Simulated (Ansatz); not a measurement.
# How Zn(0001) screens a field, part 2 of 2

Where does the screening charge of Zn(0001) sit?

Ansatz 0.2.0; plane-wave DFT, r2SCAN, Ansatz PAW.

So far. Step 8 (Atoms held, field -0.2 V/Å): The dipole is -0.121 e·Å.

## Step 9: Atoms held, field 0.4 V/Å

The input, input.yaml:

```yaml
crystal:
  lattice:
    - [2.66, 0.0, 0.0]
    - [1.33, 2.3036275741, 0.0]
    - [0.0, 0.0, 32.81088]
  atoms:
    - { symbol: Zn, position: [0.0, 0.0, 0.2742992568] }
    - { symbol: Zn, position: [0.6666666667, 0.6666666667, 0.3495328379] }
    - { symbol: Zn, position: [0.0, 0.0, 0.4247664189] }
    - { symbol: Zn, position: [0.6666666667, 0.6666666667, 0.5] }
    - { symbol: Zn, position: [0.0, 0.0, 0.5752335811] }
    - { symbol: Zn, position: [0.6666666667, 0.6666666667, 0.6504671621] }
    - { symbol: Zn, position: [0.0, 0.0, 0.7257007432] }
kpoints:
  mp_grid: { grid: [24, 24, 1] }
hamiltonian:
  xc: r2scan
scf:
  occupations: { method: fermi_dirac, width: 0.1 }
  convergence: { dr2_threshold: 1.0e-10 }
efield:
  axis: 3
  dipole_correction: true
  ramp_position: 0.97
  ramp_width: 0.06
  amplitude: 0.4
output:
  forces: true
  write_potential: true
  write_density: true
  volumetric_format: npy
  elf: true
```

Run with:

```bash
ansatz run input.yaml --threads 8 --pin off --max-ram 12288MiB --backend cpu --events-out ev --progress --plain --runs-dir out
```

The log of the run:

```text
[...]
Crystal: 7 atoms, lattice volume = 201.054 Å³
Basis set: ecut = 500 eV, 5075 PW (Γ), exchange–correlation on 80×80×960 points (64 copies of the dense FFT grid, shifted against one another)
Bands: 51, of which v1, the nominal top of the filled ones, is band 42 counted from 1 (41 counted from 0)
Symmetry: 6 space group operations
k-points: 61 of 576 (time reversal used)
[...]
k-point 0: bands = [... 38 lower, -3.4114, -3.2090, -2.0455, -0.4738, 0.7917, 2.8614, 4.8416, 6.4192, ... 5 higher]
  k-point 1: bands = [... 38 lower, -3.4128, -3.1278, -1.9877, -0.4311, 0.8652, 2.9160, 4.8933, 6.4686, ... 5 higher]
  k-point 2: bands = [... 38 lower, -3.4170, -2.9498, -1.8253, -0.3043, 1.0817, 3.0800, 5.0480, 6.6168, ... 5 higher]
  k-point 60: bands = [... 38 lower, 4.2270, 4.2873, 4.4527, 4.5447, 4.9981, 5.0655, 5.1678, 5.8530, ... 5 higher]
[key lines of the parts left out:]
SCF converged after 15 iterations
Free energy (F): -23279.376101 eV
Fermi energy:    3.760178 eV
Dipole field:    D = 0.218320 V/Å  (p = 0.242574 e·Å, saw-weighted, corrected)
```

Run time: 60 s. Hardware: 8 threads of Arm Neoverse N1, shared host; peak memory 1.5 GiB; 7.9 min of CPU time.

Running mean over 2.468 Å of the planar mean, with the applied field; the ramp of the sawtooth is left out. Electron's electrostatic potential energy less the Fermi level against z:

```csv
z (Å),electron's electrostatic potential energy less the Fermi level (eV)
4,2.85
5,3.24
6,3.56
7,2.95
8,-2.86
9,-6.11
10,-6.34
11,-6.41
12,-6.42
13,-6.45
14,-6.46
15,-6.47
16,-6.48
17,-6.47
18,-6.47
19,-6.46
20,-6.44
21,-6.41
22,-6.39
23,-6.30
24,-5.91
25,-1.33
26,3.95
27,4.85
28,5.28
29,5.69
```

The dipole is 0.243 e·Å.

## Step 10: The response

This step: plane-wave DFT, r2SCAN, Ansatz PAW; screening of a field by a metal slab (Ansatz 0.2.0).

The dipoles give the slope, and the difference of two potentials shows where the field is screened.

This step gave:

* equivalent conductor thickness p/(ε₀AE): 17.90 Å
* distance between the outer atoms: 14.81 Å
* inner field over outer field: 0.001171
* image plane, upper face: 1.535 Å
* induced electrons on the upper face over ε₀E: -1.001
* image plane, lower face: 1.535 Å
* induced electrons on the lower face over ε₀E: 1.001

Table of dipole of the cell by applied field:

```csv
applied field (V/Å),dipole of the cell (e·Å)
-0.200,-0.121
-0.100,-0.0606
-0.050,-0.0303
0.000,-7.2e-7
0.050,0.0303
0.100,0.0606
0.200,0.121
0.400,0.243
```

Local field over the applied field, running mean. From the potentials at -0.05 and 0.05 V/Å; running mean over 2.468 Å. The local field over applied field by z:

```csv
z (Å),local field over applied field
4.5,0.995
5.0,0.988
5.5,0.968
6.0,0.924
6.5,0.831
7.0,0.677
7.5,0.483
8.0,0.298
8.5,0.149
9.0,0.0504
9.5,0.00871
10.0,0.00758
10.5,0.0117
11.0,0.00761
11.5,8.0e-4
12.0,0.00136
12.5,0.00399
13.0,0.00329
13.5,0.00105
14.0,0.00106
14.5,0.00216
15.0,0.00159
15.5,8.5e-4
16.0,0.00127
16.5,0.00169
17.0,9.8e-4
17.5,0.00101
18.0,0.00196
18.5,0.00187
19.0,7.0e-4
19.5,0.00180
20.0,0.00392
20.5,0.00334
21.0,3.8e-4
21.5,0.00279
22.0,0.0102
22.5,0.0108
23.0,0.00569
23.5,0.0178
24.0,0.0813
24.5,0.200
25.0,0.365
25.5,0.558
26.0,0.743
26.5,0.873
27.0,0.945
27.5,0.978
28.0,0.991
28.5,0.997
```

The induced electron density oscillates, so the rows of the table below give means over 1 Å (shorter at the two ends). Its distinct maxima (Å: e/Å³ per V/Å): 7.8: 0.00377, 10.3: 5.7e-4, 23.5: 5.8e-4. Distinct minima: 9.3: -5.8e-4, 22.6: -5.7e-4, 25.0: -0.00377.

Electrons, planar mean, per unit field. The induced electron density by z; means over each step:

z (Å), induced electron density (e/Å³ per V/Å) and a bar from the least value:
```
        5    0.00007 ################
        6    0.00045 ##################
        7    0.00203 #########################
        8    0.00305 ##############################
        9   -0.00026 ##############
       10    0.00022 #################
       11   -0.00007 ###############
       12    0.00004 ################
       13   -0.00002 ################
       14    0.00002 ################
       15   -0.00002 ################
       16    0.00002 ################
       17   -0.00002 ################
       18    0.00001 ################
       19    0.00000 ################
       20   -0.00002 ################
       21    0.00002 ################
       22   -0.00005 ###############
       23   -0.00002 ################
       24   -0.00015 ###############
       25   -0.00332 
       26   -0.00161 ########
       27   -0.00032 ##############
       28   -0.00005 ###############
```

By hand: between -0.05 and 0.05 V/Å the dipole changes by 0.06060 e·Å, a slope of 0.6060 e·Å²/V. A perfect conductor of thickness t has p = ε₀AEt, so t = 180.95 × 0.6060 / 6.128 = 17.90 Å (e/ε₀ = 180.95 V·Å, A in Å²). Less the 14.81 Å between the outer atoms, and halved, that puts each image plane 1.54 Å out.

The induced dipole is that of a conductor 17.90 Å thick.

## Step 11: The same run with other settings

This step: plane-wave DFT, r2SCAN, Ansatz PAW, but for the change named below (Ansatz 0.2.0).

An input spoilt on purpose, to show how the run answers: it repeats the earlier run at 0.05 V/Å with magnetization to spin_polarized: true, spin_orbit: true and hamiltonian.pseudopotentials to kind: nc, and scf.max_iter set to 50; its output block differs too.

Edit input.yaml of step 9 so:

```diff
@@ -17,2 +17,3 @@
   xc: r2scan
+  pseudopotentials: { kind: nc }
 scf:
@@ -20,2 +21,3 @@
   convergence: { dr2_threshold: 1.0e-10 }
+  max_iter: 50
 efield:
@@ -25,3 +27,3 @@
   ramp_width: 0.06
-  amplitude: 0.4
+  amplitude: 0.05
 output:
@@ -31,2 +33,4 @@
   volumetric_format: npy
-  elf: true
+magnetization:
+  spin_polarized: true
+  spin_orbit: true
```

The log of the run:

```text
Error: 2 input errors — fix all and re-run
  1. inconsistent input (magnetization.spin_orbit, magnetization.noncollinear): true requires noncollinear: true — spin–orbit coupling acts on 2-spinor wavefunctions; set both flags
  2. inconsistent input (magnetization.spin_orbit, hamiltonian.pseudopotentials.kind): true requires a fully-relativistic hamiltonian.pseudopotentials.kind (nc_fr or paw_fr), or kind: all_electron without datasets and azcp, which then solves Dirac's equation on LAPW. paw_fr resolves this project's PAW files (source: ansatz) by j as it reads them
```

Elapsed: 0.03 s, on 8 threads; peak memory 0.031 GiB.

The input was rejected at the start.

The program's message: “Error: 2 input errors — fix all and re-run”

The fault put into the input: spin-orbit coupling asked of a collinear run on scalar files.

## Step 12: The same run with other settings

This step: plane-wave DFT, r2SCAN, Ansatz PAW (Ansatz 0.2.0).

An input spoilt on purpose, to show how the run answers: it repeats the earlier run at 0.05 V/Å with efield.axis from 3 to 2, and scf.max_iter set to 100.

Edit input.yaml of step 11 so:

```diff
@@ -17,3 +17,2 @@
   xc: r2scan
-  pseudopotentials: { kind: nc }
 scf:
@@ -21,5 +20,5 @@
   convergence: { dr2_threshold: 1.0e-10 }
-  max_iter: 50
+  max_iter: 100
 efield:
-  axis: 3
+  axis: 2
   dipole_correction: true
@@ -33,4 +32 @@
   volumetric_format: npy
-magnetization:
-  spin_polarized: true
-  spin_orbit: true
```

The log of the run:

```text
Engine: ansatz 0.2.0, aarch64-unknown-linux-gnu
Pseudopotentials: kind: paw
Pseudopotential: Zn, paw, valence charge 12, recommended cutoff 500 eV (meta_gga), Zn.paw.azcp
Functional definition: r2SCAN
  parameter k0 = 0.174
  parameter k1 = 0.065
  parameter a1 = 4.9479
  exchange = r2scan_x(k0 = k0, k1 = k1, a1 = a1)
  correlation = r2scan_c
Crystal: 7 atoms, lattice volume = 201.054 Å³
Basis set: ecut = 500 eV, 5075 PW (Γ), exchange–correlation on 80×80×960 points (64 copies of the dense FFT grid, shifted against one another)
Bands: 51, of which v1, the nominal top of the filled ones, is band 42 counted from 1 (41 counted from 0)
Symmetry: 4 space group operations
k-points: 157 of 576 (time reversal used)
Non-local potential: Zn, projectors of the file, l = 0: 2, l = 1: 2, l = 2: 3, l = 3: 1
PAW form: soft (Blöchl's): semilocal exchange-correlation on the pseudo side does not see the compensation charge
PAW frozen core: Zn, regenerated for the run's functional (the file was generated under x = pbe(κ = 0.804, μ = 0.219515), c = pbe(β = 0.066725))
PAW one-centre angular grid: Zn, 590 points (default); XC on 261 of its mesh's 2673 points in the sphere
Initial density: superposition of atomic densities (neutral atoms: chi_scale 0, normalization atom), corrected by the library's trained network
Initial wavefunctions: pseudopotential atomic-orbital guess
Functional: x = r2scan, c = r2scan; τ floored in thin density (d = 2e-4 eV/Å³)
Error: efield: ion 0 (Zn) at fractional coordinate 0.0000 along the field axis lies inside the sawtooth ramp with 2 of the planes that the density is read on at each end, [0.8700, 0.1300] — the ramp must sit in vacuum (an ion there feels the fictitious reversed slope); set or move the ramp (efield.ramp_position / ramp_width) or move the geometry
```

Elapsed: 0.56 s, on 8 threads; peak memory 0.96 GiB.

The program refused the input before any cycle.

The program's message: “Error: efield: ion 0 (Zn) at fractional coordinate 0.0000 along the field axis lies inside the sawtooth ramp with 2 of the planes that the density is read on at each end, [0.8700, 0.1300] — the ramp m …”

The fault put into the input: the field along an axis without vacuum.

## Step 13: Outcome

```
work function                                : 4.21 eV
image plane, upper face                      : 1.53 Å
induced electrons on the upper face over ε₀E : -1.00
equivalent conductor thickness p/(ε₀AE)      : 17.9 Å
inner field over outer field                 : 0.00117
```

The induced charge has its centre 1.53 Å outside the outermost atoms; this is the plane from which a capacitor's gap or an image potential counts. The equivalent conductor thickness exceeds the distance between the outer atoms by 3.09 Å, about the sum of the two image-plane distances. In the middle of the slab the field is screened to under 0.5 % of its outer value. The atoms are held at bulk positions with the tabulated experimental lattice constant.

[Long decimals in the printed logs are rounded to 6 places.]

[Logs are printed without paths, hosts, clocks, repeated set-up lines and the standing remarks that a program may print on its own settings, such as how far it seeks lower states.]

[Hosts, paths, dates, database ids (printed as entryN), source tags and the programs' standing remarks are cut or masked in the printed files.]

[Maps of the electrostatic potential energy from Ansatz leave out the sawtooth potential of an applied field or a dipole correction, so their vacuum need not be flat; planar profiles and work functions include it.]
